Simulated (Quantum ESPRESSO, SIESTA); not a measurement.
# Equation of state of bcc W at PBEsol: programs compared

Aim: the equation of state of bcc W at PBEsol, from a volume scan solved by several programs.

Values are calculated unless marked as measured.

**What experiment says.**

“Alloying Effects on the Microstructure and Properties of Laser Additively Manufactured Tungsten Materials” (2023, arxiv:2311.02034) reports for W, body-centred cubic, by synchrotron XRD, Rietveld refinement (as-printed pure W, laser powder bed fusion): lattice constant a (a of BCC W) 3.16047 ± 6e-05 Å [as-printed laser additively manufactured sample, below full density, with slight …].

**1. Set-up**

The cell holds 1 atom (1 W). It starts from typed lattice constants, and its volume is changed by -8 to +8 %. Symmetry fixes shape and atoms, so all levels solve the scaled cells as they are.

**2. One input**

Quantum ESPRESSO 7.5: Kohn-Sham DFT, PBEsol, GBRV 1.5 ultrasoft pseudopotentials, plane waves. Its pw.in for the cell at -2 %:

```
&control
  calculation = 'scf'
  pseudo_dir = './pseudo'
  outdir = './tmp'
  disk_io = 'none'
  tprnfor = .true.
  tstress = .true.
/
&system
  ibrav = 0
  nat = 1
  ntyp = 1
  ecutwfc = 45
  ecutrho = 270
  occupations = 'smearing'
  smearing = 'fd'
  degauss = 0.007350
/
&electrons
  conv_thr = 1.0e-08
  electron_maxstep = 100
  mixing_beta = 0.3
  mixing_mode = 'plain'
  diagonalization = 'david'
/
ATOMIC_SPECIES
W 183.840 W.upf
CELL_PARAMETERS angstrom
-1.57933 1.57933 1.57933
1.57933 -1.57933 1.57933
1.57933 1.57933 -1.57933
ATOMIC_POSITIONS crystal
W 0.00000 0.00000 0.00000
K_POINTS automatic
14 14 14 0 0 0
```

The job ended after 12 s (2 MPI ranks of Arm Neoverse N1, shared host; peak memory 0.17 GiB; 24 s of CPU time).

**3. Programs and settings**

| level | basis or training data | k-meshes | runs finished | CPU time | peak memory (GiB) |
| --- | --- | --- | --- | --- | --- |
| QE, PBEsol (reference) | plane waves, GBRV 1.5 ultrasoft, 45/270 Ry | 14×14×14 | 9 of 9 | 3.5 min | 0.17 |
| SIESTA DZP, PBEsol | DZP orbitals, shift 0.01 Ry, mesh 400 Ry | 14×14×14 | 9 of 9 | 11 min | 0.36 |

CPU times are sums over a level's finished runs on a shared host, and rough.

**4. Energy and pressure**

Energy over each level's lowest row (meV an atom), then pressure (GPa):

```
volume change (%)  volume (Å³/atom)  E, QE, PBEsol  E, SIESTA DZP, PBEsol  P, QE, PBEsol  P, SIESTA DZP, PBEsol
               -8            14.793          60.85                  56.05          19.93                  21.49
               -6            15.114          25.03                  21.53          11.50                  12.88
               -4            15.436           5.16                   3.69           3.94                   5.22
               -2            15.757           0.00                   0.00          -2.88                  -1.49
               +0            16.079           8.07                  10.03          -9.02                  -8.26
               +2            16.400          27.73                  31.75         -14.61                 -13.29
               +4            16.722          58.21                  64.00         -19.59                 -18.62
               +6            17.043          98.24                 106.07         -24.06                 -23.13
               +8            17.365         146.95                 156.69         -28.07                 -27.29
```

**5. Fits**

Third-order Birch–Murnaghan fits: the energy is a cubic in V^(−2/3), fitted to the energies of the rows that share one k-mesh, or through its derivative to the printed pressures. A tick marks the fit quoted below: that to energies where it misses by under 0.12 meV an atom, else that to pressures.

```
             level           fitted to  V0 (Å³/atom)  a (Å)  B0 (GPa)    B′    r.m.s. miss
        QE, PBEsol  energies, 9 rows ✓        15.718  3.156     323.4  4.11  0.04 meV/atom
        QE, PBEsol   pressures, 9 rows        15.616  3.149     329.0  4.10       0.02 GPa
SIESTA DZP, PBEsol  energies, 9 rows ✓        15.674  3.153     329.4  4.21  0.09 meV/atom
SIESTA DZP, PBEsol   pressures, 9 rows        15.676  3.153     328.5  4.11       0.15 GPa
```

**6. Findings**

From its energies, the reference gives V0 = 15.718 Å³ an atom (a = 3.156 Å), B0 = 323 GPa and B′ = 4.1. SIESTA DZP, PBEsol (energies) lies -0.28 % from it in volume and +1.9 % in bulk modulus. Pressures and energies put V0 over 0.3 % apart for QE, PBEsol (-0.6 %), so stress and energy aren't fully consistent there.

Calculation against experiment:

| quantity | measured | QE, PBEsol | SIESTA DZP, PBEsol |
| --- | --- | --- | --- |
| lattice constant a (Å) | 3.16047 | 3.156 (-0.1 %) | 3.153 (-0.2 %) |

Measured values from arxiv:2311.02034 (2023).

**Against experiment.** The reference's lattice constant a lies -0.1 % from the measured 3.16047 Å, the other levels' -0.2 %. For lattice constants the calculation has a static lattice, without zero-point motion or thermal motion.

Caveats: The nuclei are static, without zero-point or thermal motion. Spin–orbit coupling is left out. SIESTA's automatically made basis is far from complete, and its potentials were converted by us (checked for H, C, O, Si, Ge and Ca alone). The DFT runs use Fermi–Dirac occupations of width 0.1 eV, and energies are free energies.

[Long decimals in the printed logs are rounded to 6 places.]

[Logs are printed without paths, hosts, clocks, repeated set-up lines and the standing remarks that a program may print on its own settings, such as how far it seeks lower states.]

[Hosts, paths, dates, database ids (printed as entryN), source tags and the programs' standing remarks are cut or masked in the printed files.]
